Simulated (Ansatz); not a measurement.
## Where Tl_Mg puts its levels in the gap of MgO (Fm-3m)

Wanted: the transition levels of a substitutional impurity in MgO (Fm-3m), from a cell of 54 host atoms with 1 Mg taken out and 1 Tl put in.

Method: place-levels on r2SCAN runs: charge-transition levels and formation energies with image-charge correction and potential alignment at the atomic sites; PAW set soft_1, in Ansatz 0.2.0.

**What experiment says.**

For MgO, rocksalt (bulk crystal), “Electronic structure of alkaline earth and post-transition metal oxides” (2009, arxiv:0908.1581) quotes earlier work: band gap (literature experimental gap) 7.83 eV [Literature value based on experiment; other listed experimental values range from 7.7 to …].

### Step 1. Set-up

The cell holds 54 atoms: 26 Mg, 27 O and 1 Tl. Cell: a = 8.925 Å, b = 8.925 Å, c = 8.925 Å, α = 60.0°, β = 60.0°, γ = 60.0°. It derives from MgO (space group Fm-3m). Nearest the centre at fractional (0.667, 0.667, 0.333): Tl51 at 0.00 Å, O28 at 2.10 Å, O44 at 2.10 Å, O32 at 2.10 Å, O34 at 2.10 Å, O46 at 2.10 Å, O50 at 2.10 Å, Mg9 at 2.98 Å.

Structure file:

```xyz
54
Lattice="0.0000 6.3112 6.3112 6.3112 0.0000 6.3112 6.3112 6.3112 0.0000" Properties=species:S:1:pos:R:3 pbc="T T T"
Mg    0.0000    0.0000    0.0000
O     2.1037    2.1037    2.1037
Mg    2.1037    2.1037    0.0000
O     4.2075    4.2075    2.1037
Mg    4.2075    4.2075    0.0000
O     6.3112    6.3112    2.1037
Mg    2.1037    0.0000    2.1037
O     4.2075    2.1037    4.2075
Mg    4.2075    2.1037    2.1037
O     6.3112    4.2075    4.2075
Mg    6.3112    4.2075    2.1037
O     8.4150    6.3112    4.2075
Mg    4.2075    0.0000    4.2075
O     6.3112    2.1037    6.3112
Mg    6.3112    2.1037    4.2075
O     8.4150    4.2075    6.3112
Mg    8.4150    4.2075    4.2075
O    10.5187    6.3112    6.3112
Mg    0.0000    2.1037    2.1037
O     2.1037    4.2075    4.2075
Mg    2.1037    4.2075    2.1037
O     4.2075    6.3112    4.2075
Mg    4.2075    6.3112    2.1037
O     6.3112    8.4150    4.2075
Mg    2.1037    2.1037    4.2075
O     4.2075    4.2075    6.3112
Mg    4.2075    4.2075    4.2075
O     6.3112    6.3112    6.3112
Mg    6.3112    6.3112    4.2075
O     8.4150    8.4150    6.3112
Mg    4.2075    2.1037    6.3112
O     6.3112    4.2075    8.4150
Mg    6.3112    4.2075    6.3112
O     8.4150    6.3112    8.4150
Mg    8.4150    6.3112    6.3112
O    10.5187    8.4150    8.4150
Mg    0.0000    4.2075    4.2075
O     2.1037    6.3112    6.3112
Mg    2.1037    6.3112    4.2075
O     4.2075    8.4150    6.3112
Mg    4.2075    8.4150    4.2075
O     6.3112   10.5187    6.3112
Mg    2.1037    4.2075    6.3112
O     4.2075    6.3112    8.4150
Mg    4.2075    6.3112    6.3112
O     6.3112    8.4150    8.4150
Mg    6.3112    8.4150    6.3112
O     8.4150   10.5187    8.4150
Mg    4.2075    4.2075    8.4150
O     6.3112    6.3112   10.5187
Tl    6.3112    6.3112    8.4150
O     8.4150    8.4150   10.5187
Mg    8.4150    8.4150    8.4150
O    10.5187   10.5187   10.5187
```

The host's dielectric constants go in as inputs: 3.24 for the electrons alone, 10.37 with the ions, from a response run on this crystal (DFPT, PBEsol) at that run's own cell.

The cell's shortest repeat is 8.9 Å.

### Step 2. The runs of each charge state

Levels follow from differences of total energies between charge states, each relaxed by itself.

Each atom starts 0.05 Å or so off its site in a random direction: a symmetric start keeps its symmetry, and would miss off-centre moves and Jahn–Teller distortions. Forces are taken at one point at (¼, ¼, ¼). The cell holds 1 electron more than the neutral one, with a uniform background that keeps it neutral on the whole.

The sampling was tested on the host first: at the k-points planned (1x1x1 shifted 0.25 0.25 0.25) its energy lies 0.020 eV an atom from the dense-mesh value, under the bound of 0.02 eV set for this test; that bounds the host's error, not the defect's.

One state's input; the others differ in charge, spin, start and seed, and in occupations where the table says so.

The input, qm1.relax/input.yaml:

```yaml
crystal:
  lattice:
    - [0.0, 2.10374764, 2.10374764]
    - [2.10374764, 0.0, 2.10374764]
    - [2.10374764, 2.10374764, 0.0]
  atoms:
    - { symbol: Mg, position: [0.0, 0.0, 0.0] }
    - { symbol: O, position: [0.5, 0.5, 0.5] }
  supercell: [3, 3, 3]
  defects: [{ substitution: { at: 50, symbol: Tl } }]
total_charge: -1
basis:
  ecutwfc: 500
  xc_grid: 2
hamiltonian:
  xc: r2scan
  pseudopotentials: { kind: paw, azcp: { folder: soft_1 } }
kpoints:
  mp_grid: { grid: [1, 1, 1], shift: [0.25, 0.25, 0.25] }
scf:
  occupations: { method: fixed }
  max_iter: 60
output:
  forces: true
  charged_corrections: { epsilon: 3.24, static_epsilon: 10.37 }
relax:
  f_tol: 0.02
  max_steps: 80
  random_displacement: { amplitude: 0.05, seed: 1859 }
checkpoint:
  write: "../qm1.relax.run"
  compress: false
  write_wavefunctions: true
  write_every: 100000
```

The run is started by

```
> ansatz run input.yaml --threads 4 --pin off --max-ram 7536MiB --backend cpu --events-out ev --progress --plain --runs-dir out
```

Defect states can disperse in a cell of this size, so the energy is taken again at a 2×2×2 shifted mesh, on the relaxed structure.

The run of this state that the levels use, under r2SCAN:

The input, qm1.point/input.yaml:

```yaml
crystal:
  checkpoint: "../qm1.relax.run"
  host: checkpoint
total_charge: -1
basis:
  ecutwfc: 500
  xc_grid: 2
hamiltonian:
  xc: r2scan
  pseudopotentials: { kind: paw, azcp: { folder: soft_1 } }
kpoints:
  mp_grid: { grid: [2, 2, 2], shift: [0.5, 0.5, 0.5] }
scf:
  occupations: { method: fermi_dirac, width: 0.01 }
  max_iter: 60
output:
  forces: true
  eigenvalues: true
  charged_corrections:
    epsilon: 3.24
    static_epsilon: 10.37
    defect_position: [0.666667, 0.666667, 0.333333]
  eigenstates: { localisation: true }
  populations: true
  band_densities: [{ bands: [v1, v1] }, { bands: [c1, c1] }]
  write_density: true
  write_potential: true
  volumetric_format: npy
checkpoint:
  read: "../qm1.relax.run"
  write: "../qm1.point.run"
  compress: false
  write_wavefunctions: false
  write_every: 100000
```

Relaxations under r2SCAN at one point at (¼, ¼, ¼); times on 4 threads of Arm Neoverse V1, shared host:

| charge | moment (μB) | occupations | outcome | steps | largest displacement against the far atoms (Å) | time |
| --- | --- | --- | --- | --- | --- | --- |
| −1 | 0 | fixed | converged | 6 | 0.26 | 76 s |
| 0 | 1 | fixed | converged | 6 | 0.19 | 2.7 min |
| +1 | 0 | fixed | converged | 5 | 0.10 | 66 s |
| +1 | 2 | fixed | converged | 9 | 0.19 | 5.8 min |

Single points under r2SCAN at a 2×2×2 shifted mesh; times on 4 threads of Arm Neoverse V1, shared host:

| charge | moment (μB) | occupations | outcome | time |
| --- | --- | --- | --- | --- |
| −1 | 0 | fermi-dirac | converged | 66 s |
| 0 | 1 | fermi-dirac | converged | 2.6 min |
| +1 | 0 | fermi-dirac | converged | 62 s |
| +1 | 2 | fermi-dirac | converged | 3.3 min |

Distances (Å) from Tl51 to the nearest atoms after relaxation with r2SCAN:

| charge | moment (μB) | 1. | 2. | 3. | 4. | 5. | 6. |
| --- | --- | --- | --- | --- | --- | --- | --- |
| −1 | 0 | O 2.36 | O 2.36 | O 2.36 | O 2.36 | O 2.36 | O 2.36 |
| 0 | 1 | O 2.29 | O 2.29 | O 2.29 | O 2.29 | O 2.29 | O 2.29 |
| +1 | 0 | O 2.20 | O 2.20 | O 2.20 | O 2.20 | O 2.20 | O 2.20 |
| +1 | 2 | O 2.28 | O 2.28 | O 2.28 | O 2.28 | O 2.29 | O 2.29 |

### Step 3. Placing the levels, r2SCAN

A charged cell interacts with its images and the background, and its potential has another zero than the host's. place-levels removes the first by a point-charge model, screened by the static dielectric constant since the ions have relaxed around the charge, and the second by comparing potentials at atoms far from the defect.

The host is a run of the defect-free crystal in the same cutoffs, grids and k-points, so that basis and sampling errors cancel in part in the differences. The host is run in a cell of 2 atoms on a matching mesh. Its band edges are searched through the zone by a band path, so the gap is smaller than, or equal to, that on the mesh. Chemical potentials are energies per atom of Mg (hcp) and Tl (hcp), run with the same functional and cutoff.

The input, levels.point.yaml:

```yaml
host:
  run: host.point.run
states: [qm1.point.run, q0_M1.point.run, qp1.point.run, qp1_M2.point.run]
geometry_from:
  qm1.point.run: qm1.relax.run
  q0_M1.point.run: q0_M1.relax.run
  qp1.point.run: qp1.relax.run
  qp1_M2.point.run: qp1_M2.relax.run
chemical_potentials:
  Mg:
    energy: -1926.407918
    dataset: "<sha256 of the dataset>"
  Tl:
    energy: -11460.43654
    dataset: "<sha256 of the dataset>"
epsilon: 3.24
static_epsilon: 10.37
vertical:
  - { from: qm1.point.run, to: qm1.point_neutral.run }
  - { from: qp1.point.run, to: qp1.point_neutral.run }
  - { from: qp1_M2.point.run, to: qp1_M2.point_neutral.run }
```

The run is started by

```
> ansatz place-levels levels.point.yaml -- --threads 4 --pin off --max-ram 7536MiB
```

Numbers of over 12 decimals in the logs are rounded to 6 here.

The log of the run:

```text
[... repeated set-up lines and file paths are left out, and long positions are rounded to six places ...]
(+1/0) 3.648 eV above the valence edge, 2.029 eV under the conduction edge
(0/-1) 4.044 eV above the valence edge, 1.633 eV under the conduction edge
formation energy of charge +1: +4.567 eV with the Fermi level at the valence edge
formation energy of charge 0: +8.215 eV with the Fermi level at the valence edge
formation energy of charge -1: +12.260 eV with the Fermi level at the valence edge
vertical -1 to 0: no energy, since no alignment is typed
  the change from vertical[0].from (qm1.point.run) to vertical[0].to (qm1.point_neutral.run): by its potential at epsilon 3.24 it stands at 0.667 0.666 0.333, with an rms radius of about 2.0 Å (1.2 1.2 1.2 Å across the planes of the cell's vectors); [...]
vertical +1 to 0: no energy, since no alignment is typed
  the change from vertical[1].from (qp1.point.run) to vertical[1].to (qp1.point_neutral.run): by its potential at epsilon 3.24 it stands at 0.666 0.668 0.334, with an rms radius of about 2.0 Å (1.2 1.2 1.2 Å across the planes of the cell's vectors); [...]
vertical +1 to 0: no energy, since no alignment is typed
  the change from vertical[2].from (qp1_M2.point.run) to vertical[2].to (qp1_M2.point_neutral.run): by its potential at epsilon 3.24 it stands at 0.663 0.666 0.337, with an rms radius of about 3.4 Å (2.0 1.9 2.0 Å across the planes of the cell's vectors); [...]
  edges by r2scan, gap 5.678 eV; the host is sampled to repeats of 17.85 Å
  the defect's cells are sampled to repeats of 17.85 Å, like sampling
  charge +1: -76991.8559 eV with its correction of +0.689 eV, at epsilon 10.37, aligned at sites: +0.4368 eV, mean over 21 atomic sites at or beyond 4.46 Å from the defect at [0.6667, 0.6667, 0.3333], with +0.000000 for the charge's moments and without [...]
  charge 0: +0.000 eV for its dipole among its images, +0.000 omitted
  charge -1: -76968.7941 eV with its correction of -0.179 eV, at epsilon 10.37, aligned at sites: +0.4315 eV, mean over 21 atomic sites at or beyond 4.46 Å from the defect at [0.6667, 0.6667, 0.3333], with +0.000000 for the charge's moments and without [...]
  charge +1: states[3] (qp1_M2.point.run) stands 3.753 eV higher, with a moment of 2.00 μB against 0.00
  states[3] (qp1_M2.point.run): levels filled in part (TS 0.005 eV): its energy is of no whole electron's
  of states[2] (qp1.point.run): its alignment with the host at atomic sites is doubtful: the cell is too small to show whether the defect's potential has decayed: take a larger one
  of states[1] (q0_M1.point.run): its alignment with the host at atomic sites is doubtful: the cell is too small to show whether the defect's potential has decayed: take a larger one; stability_check_not_made
  of states[0] (qm1.point.run): its alignment with the host at atomic sites is doubtful: the cell is too small to show whether the defect's potential has decayed: take a larger one
  of states[3] (qp1_M2.point.run): it parts from the run at its places by a charge that spreads by about 2 Å along one vector (1.3 Å or more is wide), by its potential at epsilon 3.24, taken for that of held ions (one typed too small widens it), where the [...]
  of vertical[0].to (qm1.point_neutral.run): stability_check_not_made
  of vertical[1].to (qp1.point_neutral.run): stability_check_not_made
  vertical[2].from (qp1_M2.point.run): levels filled in part (TS 0.005 eV): its energy is of no whole electron's
  of vertical[2].from (qp1_M2.point.run): its moments are held at its close (magnetization.spin_locking), by a field of 1.597 eV a Bohr magneton, and its energy and levels are of the state that this holds: a run that lets them go can end lower; [...]
  of vertical[2].to (qp1_M2.point_neutral.run): it set out from the moments of a save, which an earlier run chose (saved_moments_taken); stability_check_not_made
```

It took 0.46 s on 4 threads of Arm Neoverse V1, shared host.

Levels between the charges placed, in eV above the valence top:

|  | gap (eV) | (+1/0) | (0/−1) |
| --- | --- | --- | --- |
| r2SCAN | 5.68 | 3.65 | 4.04 |

Corrections by state:

| charge | moment (μB) | image terms and alignment (eV) | band filling (eV) | ε used | over the lowest of its charge, as the program ranks them, band filling apart (eV) |
| --- | --- | --- | --- | --- | --- |
| +1 | 0.0 | 0.689 | - | 10.37 | 0.000 |
| 0 | 1.0 | 0.000 | - | - | 0.000 |
| −1 | 0.0 | -0.179 | - | 10.37 | 0.000 |
| +1 | 2.0 | 0.621 | - | 10.37 | 3.753 |

The charged structures listed were also run neutral, and place-levels reads from each pair, by the potential or the spins, how wide the charge is by which they differ; that can be the carrier of either run.

| charge | rms radius (Å) | spread where it is widest against the cell (Å) | wide from (Å) | reading |
| --- | --- | --- | --- | --- |
| +1 | 2.0 | 1.17 | 1.26 | narrow |
| −1 | 2.0 | 1.16 | 1.26 | narrow |

The neutral runs of these pairs need not share the spin of the lowest neutral state, and very wide values only mean spread over the cell.

From the program's caveats on the states, each cut to its opening words:

- charge +1, 0 (1 μB), −1, +1 (2 μB): its alignment with the host at atomic sites is doubtful: the cell is too small to show whether the defect's potential has decayed: take a larger one
- charge 0 (1 μB), +1 (2 μB): flagged: stability check not made
- charge +1 (2 μB): it parts from the run at its places by a charge that spreads by about 2 Å along one vector (1.3 Å or more is wide), by its potential at epsilon 3.24, taken for [...]
- charge +1 (2 μB): its moments are held at its close (magnetization.spin_locking), by a field of 1.597 eV a Bohr magneton, and its energy and levels are of the state that this [...]

The host's formation energy from the elements is -2.963 eV per atom; it sets how far the chemical potentials can move.

Limit set by the element alone; other compounds of these elements are not counted. Chemical potentials from the elements' reference states: Mg 0.00 eV, O -5.93 eV, Tl 0.00 eV. Formation energies (Mg-rich), with the Fermi level at the valence top and at the conduction bottom (gap 5.68 eV):

| charge | at valence top (eV) | at conduction bottom (eV) | correction included (eV) |
| --- | --- | --- | --- |
| +1 | 4.57 | 10.24 | 0.69 |
| 0 | 8.22 | 8.22 | 0.00 |
| −1 | 12.26 | 6.58 | -0.18 |

```csv
Fermi level (eV),lowest formation energy (eV)
0.00,4.57
0.52,5.08
1.03,5.60
1.55,6.11
2.06,6.63
2.58,7.15
3.10,7.67
3.61,8.18
4.13,8.13
4.65,7.61
5.16,7.10
5.68,6.58
```

Limit set by the element alone; other compounds of these elements are not counted. Chemical potentials from the elements' reference states: O 0.00 eV, Mg -5.93 eV, Tl 0.00 eV. Formation energies (O-rich), with the Fermi level at the valence top and at the conduction bottom (gap 5.68 eV):

| charge | at valence top (eV) | at conduction bottom (eV) | correction included (eV) |
| --- | --- | --- | --- |
| +1 | -1.36 | 4.32 | 0.69 |
| 0 | 2.29 | 2.29 | 0.00 |
| −1 | 6.33 | 0.66 | -0.18 |

(Fermi level (eV), lowest formation energy (eV)): (0.00, -1.36), (0.52, -0.84), (1.03, -0.33), (1.55, 0.19), (2.06, 0.70), (2.58, 1.22), (3.10, 1.74), (3.61, 2.26), (4.13, 2.20), (4.65, 1.69), (5.16, 1.17), (5.68, 0.66)

### Step 4. The same at the relaxations' own k-points

The relaxations' own energies give the levels at their sampling, for comparison.

The input, levels.relax_mesh.yaml:

```yaml
host:
  run: host.relax.run
states: [qm1.relax.run, q0_M1.relax.run, qp1.relax.run, qp1_M2.relax.run]
chemical_potentials:
  Mg:
    energy: -1926.407918
    dataset: "<sha256 of the dataset>"
  Tl:
    energy: -11460.43654
    dataset: "<sha256 of the dataset>"
```

The run is started by

```
> ansatz place-levels levels.relax_mesh.yaml -- --threads 4 --pin off --max-ram 7536MiB
```

The log of the run:

```text
(+1/0) 3.505 eV above the valence edge, 2.154 eV under the conduction edge
(0/-1) 3.907 eV above the valence edge, 1.752 eV under the conduction edge
formation energy of charge +1: +4.642 eV with the Fermi level at the valence edge
formation energy of charge 0: +8.146 eV with the Fermi level at the valence edge
formation energy of charge -1: +12.054 eV with the Fermi level at the valence edge
  edges by r2scan, gap 5.659 eV; the host is sampled to repeats of 8.93 Å
[... the lines on each state left out ...]
```

Wall time 0.13 s (4 threads).

Levels between neighbouring charges, in eV above the valence top:

|  | gap (eV) | (+1/0) | (0/−1) |
| --- | --- | --- | --- |
| one point at (¼, ¼, ¼) | 5.66 | 3.50 | 3.91 |
| a 2×2×2 shifted mesh | 5.68 | 3.65 | 4.04 |

Going from one point at (¼, ¼, ¼) to a 2×2×2 shifted mesh moves the levels that carry no band-filling term by up to 0.14 eV and formation energies against the elements by up to 0.21 eV.

### Step 5. Summary of results

```
gap of the host                                                          : 5.68 eV (r2SCAN)
level (plus 1/0)                                                         : 3.65 eV above the valence top
level (0/minus 1)                                                        : 4.04 eV above the valence top
lowest of the charges placed, just above the valence top (0.02 eV)       : +1
lowest of the charges placed, just below the conduction bottom (0.02 eV) : −1
lowest formation energy at mid-gap of the charges run, Mg-rich           : 7.41 eV
lowest formation energy at mid-gap of the charges run, O-rich            : 1.48 eV
```

What this shows: Of the charges placed (−1, 0 and +1), the lowest changes at 3.65 eV (+1/0) and 4.04 eV (0/−1) above the valence top, in a gap of 5.68 eV. Charges above +1 and below −1 were not placed, so these runs say nothing of levels that involve them. States placed: +1 at 0 μB and 2 μB; 0 at 1 μB; −1 at 0 μB. Other spin states or structures, where not listed, weren't placed. Tl is taken at its element; compounds, which aren't counted here, bound the chemical potentials and would shift these formation energies. Going from one point at (¼, ¼, ¼) to a 2×2×2 shifted mesh moves the levels that carry no band-filling term by up to 0.14 eV and formation energies against the elements by up to 0.21 eV. The program doubts the alignment of potentials for at least one state, a sign that the cell is small. Limits: the images are only 8.9 Å apart; r2SCAN makes the gap too small and tends to spread out bound carriers; where a gas molecule sets a chemical potential or the host's formation energy, its binding is uncorrected; spin–orbit coupling, which can matter with heavy atoms, is left out; force components of up to 0.14 eV/Å remain in a run at the final settings.

Comparison with the measured values:

| quantity | measured | r2SCAN |
| --- | --- | --- |
| band gap (least gap of the host) (eV) | 7.83 | 5.68 (-2.15 eV) |

Measured values from arxiv:0908.1581 (2009).

Verdict: The band gap is off by -2.15 eV: a clear miss. Local and semilocal functionals usually give gaps below the measured ones. Zero-point and thermal motion shift the measured gap.

[Logs are printed without paths, hosts, clocks, repeated set-up lines and the standing remarks that a program may print on its own settings, such as how far it seeks lower states.]

[Hosts, paths, dates, database ids (printed as entryN), source tags and the programs' standing remarks are cut or masked in the printed files.]

[Where a table of states has a column of steps, it counts the stored structures, which are thinned; the runs took as many ionic steps or more.]

[A defect's name tells the site on which it was built; relaxed atoms can leave that site.]

[For some hosts the program warned that the k-mesh of the response run may be too coarse for force constants and the static dielectric constant; such warnings are not shown here.]
